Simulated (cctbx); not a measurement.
# Accept or mend?

Cell a = 7.2320 Å, b = 7.2320 Å, c = 8.1430 Å, α = 90.00°, β = 90.00°, γ = 90.00°; space group I4/mmm (no. 139). The compound is ZrNiB4.

Simulated single-crystal data (cctbx): Cu Kα, λ = 1.54184 Å, to d = 0.8 Å, 95 % of the full sphere, strongest reflection 5000 counts, noise from counting, a 1.5 % proportional error and a noise floor of 15 counts (s.d.); no absorption, and some extinction, which the refinements don't model.

An anisotropic refinement with weights 1/σ² prints:

```text
Rint 0.066, 151 unique reflections to 0.80 A
cycle     R1     wR2    GooF  max shift (A)
   1  0.0304  0.0488   1.900   0.01551
   2  0.0179  0.0286   1.115   0.00003
final R1 0.0179 wR2 0.0286 GooF 1.115  parameters 21  data/parameter 7.2
atom        x        y        z      Ueq    occ   su(xyz)  su(Uiso or U11)
Zr1    0.50000  0.00000  0.25000   0.0216  1.000  0.00000  0.0004
Zr2    0.00000  0.00000  0.19835   0.0199  1.000  0.00012  0.0004
Co1    0.26736  0.50000  0.00000   0.0207  1.000  0.00020  0.0007
B1     0.23380  0.76620  0.65429   0.0262  1.000  0.00090  0.0020
B2     0.22788  0.39873  0.50000   0.0698  1.000  0.00207  0.0095
difference map: max 1.44 min -1.12 rms 0.30
Q1    0.0000  0.4235  0.5000    8    1.47  1.38 A from Co1
Q2    0.0000  0.0000  0.1083    4    1.17  0.73 A from Zr2
Q3    0.0000  0.0000  0.5000    2    1.11  1.68 A from Co1
Q4    0.0000  0.0000  0.0000    2    1.07  1.62 A from Zr2
Q5    0.0000  0.5000  0.2500    4    0.87  0.00 A from Zr1
Q6    0.0000  0.3565  0.3005   16    0.86  1.12 A from Zr1
```

Q: Accept it or mend it, and why?

Mend it. The fault: wrong element: Co1 is Ni. Against the right model at the same level, R1 goes from 0.0157 to 0.0179 and GooF from 0.95 to 1.11. Co1 has 1 electron too few, yet its U moves the other way: dispersion, the scale or a false minimum can outweigh the electron count.

The compound is ZrNiB4. The right model at the same level gives:

```text
Rint 0.066, 151 unique reflections to 0.80 A
cycle     R1     wR2    GooF  max shift (A)
   1  0.0287  0.0457   1.779   0.01808
   2  0.0157  0.0244   0.951   0.00010
final R1 0.0157 wR2 0.0244 GooF 0.951  parameters 21  data/parameter 7.2
atom        x        y        z      Ueq    occ   su(xyz)  su(Uiso or U11)
Zr1    0.50000  0.00000  0.25000   0.0212  1.000  0.00000  0.0003
Zr2    0.00000  0.00000  0.19844   0.0195  1.000  0.00010  0.0003
Ni1    0.26753  0.50000  0.00000   0.0195  1.000  0.00017  0.0006
B1     0.23355  0.76645  0.65469   0.0260  1.000  0.00076  0.0017
B2     0.22807  0.39835  0.50000   0.0687  1.000  0.00176  0.0081
difference map: max 1.12 min -0.87 rms 0.25
Q1    0.0000  0.0000  0.5000    2    1.12  1.68 A from Ni1
Q2    0.0000  0.4233  0.5000    8    0.93  1.38 A from Ni1
Q3    0.0000  0.5000  0.2500    4    0.89  0.00 A from Zr1
Q4    0.1277  0.1277  0.5000    8    0.84  1.19 A from Ni1
Q5    0.0000  0.0000  0.0000    2    0.84  1.62 A from Zr2
Q6    0.0000  0.3552  0.3003   16    0.74  1.12 A from Zr1
```

This is a model crystal, built by substitution and not relaxed, with assumed displacement parameters.

[Middle refinement cycles are left out of these outputs.]

[Logs are printed without paths, hosts, clocks, repeated set-up lines and the standing remarks that a program may print on its own settings, such as how far it seeks lower states.]
